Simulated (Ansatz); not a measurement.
# Heat carried by phonons in NaF (Villiaumite, Fm-3m)

How well does the lattice of NaF (Villiaumite) conduct heat?

What experiment has found for this phase:
- thermal conductivity 18.4 W/m/K near room temperature (given in “Combining the AFLOW GIBBS and Elastic Libraries to efficiently and robustly screen thermo-mechanical properties of solids”, 2017, arXiv:1611.05714)
- thermal conductivity 16.5 W/m/K near room temperature (given in “Predicting the lattice thermal conductivity of solids by solving the Boltzmann transport equation: AFLOW - AAPL an automated, accurate and efficient framework”, 2017, arXiv:1611.05481)

Program: Ansatz 0.2.0. Level of theory: DFT LDA, scalar-relativistic, plane waves, PAW; PAW set soft_1. Results are calculated unless marked as measured.

This is a report of a sequence of runs, with most program output left out.

**1. The starting structure**

It takes space group Fm-3m (No. 225, cubic). The conventional cell has a = 4.640 Å, b = 4.640 Å, c = 4.640 Å, α = 90.00°, β = 90.00°, γ = 90.00°. Nearest to Na lie 6 F at 2.32 Å. Nearest to F lie 6 Na at 2.32 Å. Farther neighbours and most contacts between anions are not listed.

**2. A first coarse run**

Before spending time, one coarse run tells the gap and the pressure of the starting cell.

File input.yaml:

```yaml
crystal:
  lattice:
    - [0.0, 2.32, 2.32]
    - [2.32, 0.0, 2.32]
    - [2.32, 2.32, 0.0]
  atoms:
    - { symbol: Na, position: [0.0, 0.0, 0.0] }
    - { symbol: F, position: [0.5, 0.5, 0.5] }
kpoints:
  mp_grid: { grid: [6, 6, 6] }
hamiltonian:
  xc: lda
  pseudopotentials: { kind: paw, azcp: { folder: soft_1 }, xc_functional: pbe }
scf:
  occupations: { method: gaussian, width: 0.1 }
  lower_state_search: "off"
output:
  forces: true
  stress: true
  eigenvalues: true
```

Launch:

```
> ansatz run input.yaml --threads 18 --pin off --max-ram 92160MiB --backend cuda --events-out ev --progress --plain --runs-dir out
```

It took 1.2 s on 1 × NVIDIA GB200 with 18 threads of Arm Neoverse V2, shared host; peak memory 0.98 GiB; 1.8 s of CPU time.

A gap read on the k-mesh alone can miss the band edges.

Numbers from this step:

| Property | Result |
| --- | --- |
| pressure | -4.479 GPa |
| gap on the k-mesh | 5.954 eV |
| volume per atom | 12.49 Å³/atom |

The start is under -4.5 GPa at this level and looks like an insulator or semiconductor on this mesh.

**3. Finding the static equilibrium**

The vibrations must be taken about the equilibrium of this functional, not about the starting cell, so the structure is relaxed.

input.yaml, the sections that differ from step 2:

```yaml
kpoints:
  mp_grid: { grid: [8, 8, 8] }
scf:
  occupations: { method: gaussian, width: 0.02 }
  lower_state_search: "off"
relax:
  adjacent_minimum: "off"
  f_tol: 0.005
  max_steps: 80
  cell: { stress_tol: 0.05 }
# crystal, hamiltonian, output: as in step 2
```

Run time: 3.5 s. Hardware: 1 × NVIDIA GB200 with 18 threads; peak memory 1 GiB; 6.4 s of CPU time.

Step by step:

| step | energy less that of the first step (eV) | largest force component (eV/Å) | pressure (GPa) | volume (Å³) |
| --- | --- | --- | --- | --- |
| 1 | 0.0000 | 0.0000 | -4.48 | 24.97 |
| 2 | -0.0209 | 0.0000 | -2.94 | 24.17 |
| 3 | -0.0366 | 0.0000 | 0.45 | 22.77 |
| 4 | -0.0363 | 0.0000 | -0.04 | 22.95 |
| 5 | -0.0330 | 0.0000 | -0.36 | 22.95 |
| 6 | -0.0335 | 0.0000 | 0.00 | 22.82 |
| 7* | -0.0331 | 0.0000 | -0.02 | 22.82 |

Relaxation steps marked * repeat the geometry before them on a plane-wave basis chosen anew for their cell, so energy and pressure can jump there. The log counts 2 steps on a newly chosen plane-wave basis, not all of them marked here; energy and pressure can jump at such steps.

Forces are held to the 48 operations that the run works with; a distortion that breaks them can't arise in this run.

| conventional cell, symmetrised | before | after | change |
| --- | --- | --- | --- |
| a (Å) | 4.640 | 4.502 | -3.0 % |
| b (Å) | 4.640 | 4.502 | -3.0 % |
| c (Å) | 4.640 | 4.502 | -3.0 % |
| volume (Å³/atom) | 12.49 | 11.41 | -8.6 % |

The relaxed structure:

```cif
data_structure
_symmetry_space_group_name_H-M 'P 1'
_symmetry_Int_Tables_number 1
_cell_length_a 3.1837
_cell_length_b 3.1837
_cell_length_c 3.1837
_cell_angle_alpha 60.000
_cell_angle_beta 60.000
_cell_angle_gamma 60.000
_cell_volume 22.82
loop_
_atom_site_label
_atom_site_type_symbol
_atom_site_fract_x
_atom_site_fract_y
_atom_site_fract_z
_atom_site_occupancy
Na1 Na 0.00000 0.00000 0.00000 1
F2 F 0.50000 0.50000 0.50000 1
```

This step gave:

```
pressure          : -0.01600 GPa
gap on the k-mesh : 6.457 eV
volume per atom   : 11.41 Å³/atom
```

The relaxation ends with a pressure of -0.02 GPa.

**4. A second relaxation**

The relaxation is run once more from where the first one ended, as the script does after a large change of volume or of the gap, with mesh and occupations reviewed.

input.yaml, the sections that differ from step 3:

```yaml
crystal:
  lattice:
    - [0.0, 2.2512294486, 2.2512294486]
    - [2.2512294486, 0.0, 2.2512294486]
    - [2.2512294486, 2.2512294486, 0.0]
  atoms:
    - { symbol: Na, position: [0.0, 0.0, 0.0] }
    - { symbol: F, position: [0.5, 0.5, 0.5] }
kpoints:
  mp_grid: { grid: [10, 10, 10] }
# hamiltonian, scf, output, relax: as in step 3
```

Elapsed: 1.8 s, on 1 × NVIDIA GB200 with 18 threads; peak memory 1 GiB; 3.2 s of CPU time.

Little changed from the start: no atom moved by 0.005 Å and no cell edge by 0.1 %.

This step gave:

| Property | Result |
| --- | --- |
| pressure | -0.01620 GPa |

**5. Relaxing to small residual forces and stress**

The thresholds are tightened for a last relaxation ahead of the phonons, and where mesh or smearing change with them the cell follows.

input.yaml, the sections that differ from step 4:

```yaml
kpoints:
  mp_grid: { grid: [12, 12, 12] }
scf:
  occupations: { method: fixed }
  lower_state_search: "off"
relax:
  adjacent_minimum: "off"
  f_tol: 0.001
  max_steps: 60
  cell: { stress_tol: 0.01 }
# crystal, hamiltonian, output: as in step 4
```

It took 2.5 s on 1 × NVIDIA GB200 with 18 threads; peak memory 0.97 GiB; 5.6 s of CPU time.

Little changed from the start: no atom moved by 0.005 Å and no cell edge by 0.1 %.

Numbers from this step:

| Quantity | Value |
| --- | --- |
| pressure | -9.35e-5 GPa |
| gap on the k-mesh | 6.459 eV |

The residual pressure is -9.3e-5 GPa, small enough for phonons.

**6. Third-order constants and the Boltzmann equation**

Pairs of atoms inside the cutoff are displaced in a supercell, the forces give the cubic constants, and these give the three-phonon rates of the Boltzmann equation.

File input.yaml:

```yaml
crystal:
  lattice:
    - [0.0, 2.251034919, 2.251034919]
    - [2.251034919, 0.0, 2.251034919]
    - [2.251034919, 2.251034919, 0.0]
  atoms:
    - { symbol: Na, position: [0.0, 0.0, 0.0] }
    - { symbol: F, position: [0.5, 0.5, 0.5] }
kpoints:
  mp_grid: { grid: [8, 8, 8] }
hamiltonian:
  xc: lda
  pseudopotentials: { kind: paw, azcp: { folder: soft_1 }, xc_functional: pbe }
scf:
  occupations: { method: fixed }
  lower_state_search: "off"
output:
  eigenvalues: true
phonons:
  method: fd
  dielectric: true
  supercell: [4, 4, 4]
  temperatures: { t_max: 1000, t_step: 50 }
  qpath:
    path:
      - [[0.0, 0.0, 0.0], [0.5, 0.0, 0.5], [0.5, 0.25, 0.75], [0.375, 0.375, 0.75], [0.0, 0.0, 0.0], [0.5, 0.5, 0.5], [0.625, 0.25, 0.625], [0.5, 0.25, 0.75], [0.5, 0.5, 0.5], [0.375, 0.375, 0.75]]
      - [[0.625, 0.25, 0.625], [0.5, 0.0, 0.5]]
    npoints: 10
  third_order: { supercell: [4, 4, 4], pair_cutoff: 5.183 }
  lattice_thermal_conductivity:
    qmesh: [23, 23, 23]
    temperatures: [100.0, 150.0, 200.0, 300.0, 400.0, 500.0, 600.0, 800.0]
    isotope_mass_variance: [{ species: F, variance: 0.0 }, { species: Na, variance: 0.0 }]
    solution: relaxation_time
```

It took 3.4 min on 1 × NVIDIA GB200 with 18 threads; peak memory 3.7 GiB; 31 min of CPU time.

This step gave:

- Γ frequencies: 0, 0, 0, 275.5, 275.5, 275.5 cm⁻¹ (negative: imaginary)
- lowest frequency on the path: 0 cm⁻¹
- zero-point energy: 0.08921 eV/cell
- point group: m-3m
- highest frequency: 427.5 cm⁻¹
- Debye temperature from the second moment: 463 K
- κ at 300 K (relaxation time): 32.54 W/m/K
- dipole term: run
- mean free path at half of κ: 22.8 nm
- share of κ above the three lowest branches: 0.126
- third-order blocks: 2918
- periodic aliases dropped: 288
- largest relative sum-rule correction: 0.1441
- displaced cells, third order: 207

LO-TO term included. Phonon branches along the path, in cm⁻¹:

| point | branch 1 | branch 2 | branch 3 | branch 4 | branch 5 | branch 6 |
| --- | --- | --- | --- | --- | --- | --- |
| Γ | 0 | 0 | 0 | 276 | 276 | 428 |
| halfway | 102 | 102 | 218 | 283 | 283 | 358 |
| X | 144 | 144 | 265 | 290 | 290 | 311 |
| halfway | 168 | 178 | 252 | 278 | 293 | 307 |
| W | 215 | 215 | 226 | 249 | 300 | 300 |
| halfway | 183 | 224 | 233 | 261 | 294 | 303 |
| K | 166 | 223 | 239 | 268 | 291 | 304 |
| halfway | 126 | 156 | 206 | 240 | 286 | 376 |
| Γ | 0 | 0 | 0 | 276 | 276 | 428 |
| halfway | 118 | 118 | 177 | 260 | 260 | 402 |
| L | 197 | 197 | 220 | 220 | 317 | 320 |
| halfway | 184 | 206 | 241 | 252 | 296 | 309 |
| U | 166 | 223 | 239 | 268 | 291 | 304 |
| halfway | 183 | 224 | 233 | 261 | 294 | 303 |
| W | 215 | 215 | 226 | 249 | 300 | 300 |
| halfway | 193 | 199 | 247 | 255 | 293 | 306 |
| L | 197 | 197 | 220 | 220 | 317 | 320 |
| halfway | 184 | 206 | 241 | 252 | 296 | 309 |
| K | 166 | 223 | 239 | 268 | 291 | 304 |
| jump to U | 166 | 223 | 239 | 268 | 291 | 304 |
| halfway | 150 | 169 | 259 | 284 | 291 | 309 |
| X | 144 | 144 | 265 | 290 | 290 | 311 |

Lattice thermal conductivity, RTA xx against temperature:

| temperature (K) | lattice thermal conductivity, RTA xx (W/m/K) |
| --- | --- |
| 100 | 101 |
| 150 | 64.9 |
| 200 | 48.6 |
| 300 | 32.5 |
| 400 | 24.5 |
| 500 | 19.7 |
| 600 | 16.5 |
| 800 | 12.5 |

The modes has structure finer than the step of the table below, so its rows give means over 10 cm⁻¹, whole bins alone (the curve runs from -10 to 449 cm⁻¹). Peaks (cm⁻¹: height): F 174.9: 0.00853, 238.5: 0.0207, 290.5: 0.0269, 304.9: 0.0254; Na 198.0: 0.0226, 290.5: 0.0232.

Phonopy on the run's constants, 21x21x21 mesh, Gaussian sigma 3.3 cm⁻¹. Modes against wavenumber; means over each step; values in 1/cm⁻¹/cell:

| wavenumber (cm⁻¹) | F | Na |
| --- | --- | --- |
| 0 | 1.5e-5 | 1.5e-5 |
| 10 | 3.1e-6 | 3.1e-6 |
| 20 | 9.6e-5 | 1.1e-4 |
| 30 | 1.3e-4 | 1.6e-4 |
| 40 | 3.5e-4 | 4.3e-4 |
| 50 | 4.0e-4 | 4.9e-4 |
| 60 | 7.5e-4 | 9.2e-4 |
| 70 | 9.1e-4 | 0.00113 |
| 80 | 0.00134 | 0.00168 |
| 90 | 0.00159 | 0.00201 |
| 100 | 0.00227 | 0.00291 |
| 110 | 0.00263 | 0.00345 |
| 120 | 0.00343 | 0.00461 |
| 130 | 0.00434 | 0.00597 |
| 140 | 0.00595 | 0.00845 |
| 150 | 0.00717 | 0.0105 |
| 160 | 0.00786 | 0.0122 |
| 170 | 0.00774 | 0.0130 |
| 180 | 0.00786 | 0.0150 |
| 190 | 0.00732 | 0.0189 |
| 200 | 0.00589 | 0.0203 |
| 210 | 0.00450 | 0.0124 |
| 220 | 0.00962 | 0.00794 |
| 230 | 0.0193 | 0.00925 |
| 240 | 0.0197 | 0.0139 |
| 250 | 0.0178 | 0.0143 |
| 260 | 0.0194 | 0.0176 |
| 270 | 0.0204 | 0.0206 |
| 280 | 0.0239 | 0.0214 |
| 290 | 0.0250 | 0.0211 |
| 300 | 0.0214 | 0.0106 |
| 310 | 0.0162 | 0.00530 |
| 320 | 0.00709 | 0.00307 |
| 330 | 0.00536 | 0.00320 |
| 340 | 0.00419 | 0.00286 |
| 350 | 0.00358 | 0.00262 |
| 360 | 0.00330 | 0.00254 |
| 370 | 0.00277 | 0.00219 |
| 380 | 0.00240 | 0.00194 |
| 390 | 0.00209 | 0.00172 |
| 400 | 0.00175 | 0.00145 |
| 410 | 0.00136 | 0.00113 |
| 420 | 8.2e-4 | 6.8e-4 |
| 430 | 1.5e-4 | 1.2e-4 |
| 440 | 0 | 0 |

Distinct triplets, nearest first. Third order norms, by row:

| sites | side 1 (Å) | side 2 (Å) | side 3 (Å) | norm of the 27 components (eV/Å³) |
| --- | --- | --- | --- | --- |
| Na-Na-Na | 0 | 0 | 0 | 0 |
| F-F-F | 0 | 0 | 0 | 0 |
| Na-F-F | 0 | 2.25 | 2.25 | 10.5 |
| Na-F-Na | 0 | 2.25 | 2.25 | 10.7 |
| Na-F-F | 2.25 | 2.25 | 3.18 | 0.08 |
| Na-F-Na | 2.25 | 2.25 | 3.18 | 0.115 |
| Na-Na-Na | 0 | 3.18 | 3.18 | 1.045 |
| Na-Na-Na | 3.18 | 3.18 | 3.18 | 0.014 |
| F-F-F | 0 | 3.18 | 3.18 | 0.816 |
| F-F-F | 3.18 | 3.18 | 3.18 | 0.076 |
| Na-F-F | 2.25 | 3.18 | 3.9 | 0.058 |
| Na-F-Na | 2.25 | 3.18 | 3.9 | 0.031 |
| Na-F-F | 0 | 3.9 | 3.9 | 0.277 |
| Na-F-Na | 0 | 3.9 | 3.9 | 0.303 |
| Na-F-Na | 2.25 | 2.25 | 4.5 | 0.067 |
| Na-F-F | 2.25 | 2.25 | 4.5 | 0.071 |
| Na-Na-Na | 3.18 | 3.18 | 4.5 | 0.007 |
| F-F-F | 3.18 | 3.18 | 4.5 | 0.025 |
| Na-F-F | 3.9 | 3.9 | 4.5 | 0.007 |
| Na-F-Na | 3.9 | 3.9 | 4.5 | 0.009 |
| Na-Na-Na | 0 | 4.5 | 4.5 | 0.135 |
| F-F-F | 0 | 4.5 | 4.5 | 0.169 |
| Na-F-F | 2.25 | 3.18 | 5.03 | 0.054 |
| Na-F-Na | 2.25 | 3.18 | 5.03 | 0.02 |
| Na-F-F | 3.18 | 3.9 | 5.03 | 0.015 |
| Na-F-Na | 3.18 | 3.9 | 5.03 | 0.007 |
| Na-F-Na | 2.25 | 4.5 | 5.03 | 0.012 |
| Na-F-F | 2.25 | 4.5 | 5.03 | 0.013 |
| Na-F-F | 0 | 5.03 | 5.03 | 0.105 |
| Na-F-F | 3.18 | 5.03 | 5.03 | 0.011 |

Born charge (rows field, columns displacement) (e), principal values of the symmetric part by kind of site:

| atom | atoms with these values | low | middle | high | mean |
| --- | --- | --- | --- | --- | --- |
| Na1 | 1 | 0.9967 | 0.9967 | 0.9967 | 0.9967 |
| F2 | 1 | -0.9967 | -0.9967 | -0.9967 | -0.9967 |

In full for Na1:

```
0.9967 0.0000 0.0000
0.0000 0.9967 0.0000
0.0000 0.0000 0.9967
```

RTA, 300 K. Kappa by branch, by row:

| branch (by rank) | mean frequency (THz) | mean rms speed (km/s) | median lifetime (ps) | share of kappa |
| --- | --- | --- | --- | --- |
| 1 | 4.62 | 2.45 | 5.41 | 0.355 |
| 2 | 5.26 | 2.82 | 4 | 0.305 |
| 3 | 6.83 | 2.42 | 3.74 | 0.214 |
| 4 | 7.88 | 1.87 | 3.22 | 0.069 |
| 5 | 8.52 | 1.25 | 3.29 | 0.033 |
| 6 | 10.03 | 1.99 | 0.99 | 0.024 |

The spectral kappa at 300 K, relaxation time (W/m/K/THz) by frequency; read off at these points:

| frequency (THz) | spectral kappa at 300 K, relaxation time (W/m/K/THz) |
| --- | --- |
| 0.25 | 0 |
| 0.75 | 2.25 |
| 1.25 | 1.38 |
| 1.75 | 1.91 |
| 2.25 | 1.68 |
| 2.75 | 2.06 |
| 3.25 | 2.65 |
| 3.75 | 3.32 |
| 4.25 | 4.48 |
| 4.75 | 6.37 |
| 5.25 | 7.92 |
| 5.75 | 7.51 |
| 6.25 | 6.74 |
| 6.75 | 3.72 |
| 7.25 | 4.46 |
| 7.75 | 3.73 |
| 8.25 | 2.13 |
| 8.75 | 0.826 |
| 9.25 | 0.550 |
| 9.75 | 0.477 |
| 10.25 | 0.286 |
| 10.75 | 0.149 |
| 11.25 | 0.0931 |
| 11.75 | 0.0321 |
| 12.25 | 0.0105 |
| 12.75 | 3.9e-4 |

Relaxation-time solution. Table of share of κ carried by shorter paths by mean free path:

| mean free path (nm) | 100 K | 300 K | 800 K |
| --- | --- | --- | --- |
| 0.464 | 0 | 0 | 0.002 |
| 0.681 | 0 | 0 | 0.006 |
| 1 | 0 | 0.001 | 0.017 |
| 1.47 | 0 | 0.003 | 0.038 |
| 2.15 | 0 | 0.009 | 0.096 |
| 3.16 | 0 | 0.02 | 0.213 |
| 4.64 | 0.001 | 0.044 | 0.316 |
| 6.81 | 0.003 | 0.119 | 0.452 |
| 10 | 0.005 | 0.234 | 0.572 |
| 14.7 | 0.011 | 0.341 | 0.7 |
| 21.5 | 0.028 | 0.482 | 0.819 |
| 31.6 | 0.069 | 0.598 | 0.892 |
| 46.4 | 0.146 | 0.734 | 0.946 |
| 68.1 | 0.253 | 0.837 | 0.956 |
| 100 | 0.372 | 0.915 | 0.964 |
| 147 | 0.492 | 0.946 | 0.978 |
| 215 | 0.624 | 0.958 | 0.983 |
| 316 | 0.78 | 0.974 | 0.983 |
| 464 | 0.866 | 0.982 | 1 |
| 681 | 0.904 | 0.982 | 1 |
| 1000 | 0.926 | 1 | 1 |
| 1470 | 0.941 | 1 | 1 |
| 2150 | 0.972 | 1 | 1 |
| 3160 | 0.972 | 1 | 1 |
| 4640 | 0.982 | 1 | 1 |
| 6810 | 1 | 1 | 1 |

300 K; a sample spread over frequency. Mode lifetimes, by row, the first 40 of 90 rows:

| q1 | q2 | q3 | branch | frequency (THz) | rms speed (km/s) | three-phonon rate (1/ps) | isotope rate (1/ps) | lifetime (ps) | mean free path (nm) |
| --- | --- | --- | --- | --- | --- | --- | --- | --- | --- |
| 0 | 0.0435 | 0.0435 | 1 | 0.604 | 3.1 | 0.00323 | 0 | 309 | 958 |
| 0 | 0.1304 | 0.1304 | 2 | 1.752 | 2.8 | 0.018 | 0 | 55.6 | 156 |
| 0.0435 | 0.087 | 0.2174 | 1 | 2.383 | 3.36 | 0.215 | 0 | 4.65 | 15.6 |
| 0 | 0.0435 | 0.2174 | 1 | 2.806 | 3.42 | 0.575 | 0 | 1.74 | 5.94 |
| 0 | 0.0435 | -0.2174 | 1 | 3.167 | 3.44 | 0.516 | 0 | 1.94 | 6.65 |
| 0.0435 | 0.2174 | 0.3043 | 2 | 3.441 | 3.42 | 0.207 | 0 | 4.84 | 16.5 |
| 0 | 0.0435 | 0.2609 | 2 | 3.666 | 3.55 | 0.651 | 0 | 1.54 | 5.45 |
| 0 | 0.0435 | 0.3043 | 1 | 3.885 | 3.16 | 0.471 | 0 | 2.12 | 6.72 |
| 0 | 0.1304 | 0.3043 | 2 | 4.006 | 3.89 | 0.394 | 0 | 2.54 | 9.87 |
| 0.0435 | 0.1304 | -0.2609 | 1 | 4.185 | 2.97 | 0.28 | 0 | 3.57 | 10.6 |
| 0 | 0.1304 | 0.1739 | 3 | 4.317 | 5.75 | 0.755 | 0 | 1.32 | 7.61 |
| 0 | 0.4348 | -0.4783 | 1 | 4.399 | 0.67 | 0.111 | 0 | 9.03 | 6.01 |
| 0.0435 | 0.1739 | 0.4348 | 1 | 4.486 | 2.55 | 0.277 | 0 | 3.61 | 9.23 |
| 0.087 | 0.3043 | 0.4348 | 2 | 4.637 | 3.52 | 0.229 | 0 | 4.37 | 15.4 |
| 0.0435 | 0.4783 | -0.4348 | 2 | 4.73 | 2.63 | 0.0786 | 0 | 12.7 | 33.5 |
| 0 | 0.3913 | -0.3913 | 1 | 4.835 | 1.4 | 0.208 | 0 | 4.8 | 6.71 |
| 0.0435 | 0.1304 | -0.2609 | 2 | 4.933 | 3.31 | 0.537 | 0 | 1.86 | 6.16 |
| 0.0435 | 0.3913 | -0.4783 | 2 | 5.055 | 3.51 | 0.0806 | 0 | 12.4 | 43.5 |
| 0 | 0 | 0.3913 | 1 | 5.157 | 3.03 | 0.38 | 0 | 2.63 | 7.98 |
| 0 | 0.087 | -0.3913 | 1 | 5.263 | 2.48 | 0.313 | 0 | 3.19 | 7.93 |
| 0 | 0.087 | 0.2609 | 3 | 5.337 | 4.96 | 0.271 | 0 | 3.69 | 18.3 |
| 0.087 | 0.2174 | -0.4348 | 1 | 5.452 | 2.35 | 0.29 | 0 | 3.45 | 8.1 |
| 0.0435 | 0.3478 | -0.3043 | 1 | 5.544 | 1.82 | 0.28 | 0 | 3.57 | 6.48 |
| 0.1304 | 0.3913 | -0.4348 | 2 | 5.643 | 3.49 | 0.201 | 0 | 4.97 | 17.4 |
| 0.1304 | 0.2609 | -0.3913 | 1 | 5.711 | 2.08 | 0.256 | 0 | 3.91 | 8.12 |
| 0.0435 | 0.1304 | 0.3043 | 3 | 5.782 | 4.69 | 0.284 | 0 | 3.52 | 16.5 |
| 0.1304 | 0.3478 | -0.2609 | 1 | 5.886 | 2.61 | 0.0756 | 0 | 13.2 | 34.6 |
| 0 | 0.2174 | -0.3043 | 2 | 5.943 | 0.72 | 0.391 | 0 | 2.56 | 1.83 |
| 0.087 | 0.3043 | -0.2609 | 2 | 6.014 | 0.65 | 0.294 | 0 | 3.41 | 2.2 |
| 0.1304 | 0.3043 | -0.3043 | 2 | 6.098 | 1.61 | 0.227 | 0 | 4.4 | 7.1 |
| 0.0435 | 0.1739 | -0.4783 | 2 | 6.222 | 1.02 | 0.29 | 0 | 3.45 | 3.53 |
| 0.087 | 0.2609 | -0.4348 | 2 | 6.37 | 1.18 | 0.239 | 0 | 4.19 | 4.96 |
| 0.0435 | 0.2609 | -0.4348 | 2 | 6.53 | 1.09 | 0.214 | 0 | 4.67 | 5.1 |
| 0 | 0.0435 | -0.4348 | 3 | 6.671 | 1.16 | 0.401 | 0 | 2.49 | 2.9 |
| 0 | 0.2609 | 0.2609 | 3 | 6.758 | 4.33 | 0.263 | 0 | 3.81 | 16.5 |
| 0 | 0.1304 | -0.4348 | 3 | 6.834 | 1.95 | 0.497 | 0 | 2.01 | 3.93 |
| 0.1304 | 0.3478 | -0.2609 | 3 | 6.894 | 2.01 | 0.437 | 0 | 2.29 | 4.59 |
| 0.1739 | 0.3913 | -0.3478 | 3 | 6.966 | 1.91 | 0.254 | 0 | 3.94 | 7.52 |
| 0 | 0.1304 | -0.4783 | 3 | 7.062 | 2.27 | 0.43 | 0 | 2.33 | 5.29 |
| 0.1304 | 0.3913 | -0.2609 | 3 | 7.123 | 2.24 | 0.403 | 0 | 2.48 | 5.56 |

Without the LO-TO term. Gamma linewidths, by row:

| branch | frequency (cm⁻¹) | three-phonon rate (1/ps) | isotope rate (1/ps) | FWHM (cm⁻¹) |
| --- | --- | --- | --- | --- |
| 4 | 275.5 | 0.409 | 0 | 2.17 |
| 5 | 275.5 | 0.409 | 0 | 2.17 |
| 6 | 275.5 | 0.409 | 0 | 2.17 |

W/m/K, third of the trace; RTA populations with a boundary rate v/L added to each mode (Matthiessen's rule). Kappa by grain size, by row:

| T (K) | bulk | 10 nm | 30 nm | 100 nm | 300 nm | 1000 nm | 10000 nm | 100000 nm |
| --- | --- | --- | --- | --- | --- | --- | --- | --- |
| 100 | 100.9 | 9.443 | 21.48 | 42.52 | 64.1 | 82.59 | 97.74 | 100.5 |
| 300 | 32.37 | 10.74 | 17.7 | 24.6 | 28.67 | 30.93 | 32.19 | 32.35 |
| 600 | 16.24 | 7.825 | 11.23 | 13.91 | 15.22 | 15.87 | 16.2 | 16.24 |

At 300 K the relaxation-time value is 32.5 W/(m K).

**7. Results**

| Quantity | Value |
| --- | --- |
| highest frequency | 427.5 cm⁻¹ |
| Debye temperature from the second moment | 463 K |
| κ at 300 K (relaxation time) | 32.54 W/m/K |
| mean free path at half of κ | 22.8 nm |
| share of κ above the three lowest branches | 0.126 |

In words: The lattice of NaF (Villiaumite) conducts 32.5 W/(m K) at 300 K by LDA (mean over directions, relaxation-time solution). Above 300 K the relaxation-time κ falls as T^-0.98, near the 1/T law of three-phonon scattering. Grains of 100 nm would keep 76 % of the bulk value at 300 K, and grains of 1 µm 96 %. A measured thermal conductivity near room temperature is 18.4 W/m/K (arXiv:1611.05714); the calculated 32.5 W/m/K differs by +77 %. The relaxed cell is 9 % smaller in volume than the database cell, which stiffens most phonons and usually raises κ; no run here tested that. Four-phonon, defect and boundary scattering, which are left out, would lower the calculated value; thermal expansion is left out too. The last run computed the relaxation-time solution alone; it counts normal processes as resistive, so the full solution usually lies higher, most of all in good conductors. The sum rules changed one orbit of cubic constants by up to 14 %; by the manual a large change points to a short cutoff or, on a small and distant orbit, to noisy forces. The conductivities include the coherence part between close branches; the shares for grains, isotopes, branches and paths are of the relaxation-time populations alone. Cubic couplings among atoms farther apart than the pair cutoff are dropped, and neither the cutoff nor the q-mesh was shown to be converged here. The PAW files were made for PBE and are used here under another functional, for which the program regenerates the frozen cores. The cell of these runs is 9 % smaller in volume than the database cell; frequencies and all that rests on them shift with it.

[Logs are printed without paths, hosts, clocks, repeated set-up lines and the standing remarks that a program may print on its own settings, such as how far it seeks lower states.]

[Hosts, paths, dates, database ids (printed as entryN), source tags and the programs' standing remarks are cut or masked in the printed files.]

[A step with changed settings may run another functional than the one named; its input shows which.]
